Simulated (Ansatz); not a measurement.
# Reading EPR parameters

A crystal has the composition CsMCl3, where M is a 3d element. A calculation (PBE+U, spin-orbit coupling in second variation, Ansatz) gives:

* S: 1
* g, averaged over the cell's ions: ⊥ 2.1501, ∥ 2.1503
* moment in its sphere: 1.64 μB

**Question.** Which ion is it, and why?

The crystal is CsNiCl3, space group P6_3/mmc. The spin sits on Ni, with 6 Cl at 2.41 Å round it. With the usual charges of the other elements M must be +2. High-spin ions of that charge with S = 1 are d8 and d2, Ni and Ti; the sign of the g shift picks Ni²⁺ d⁸. Low-spin ions are left aside. The shift is positive: in a shell more than half full the orbital moment adds to the spin.

[Hosts, paths, dates, database ids (printed as entryN), source tags and the programs' standing remarks are cut or masked in the printed files.]
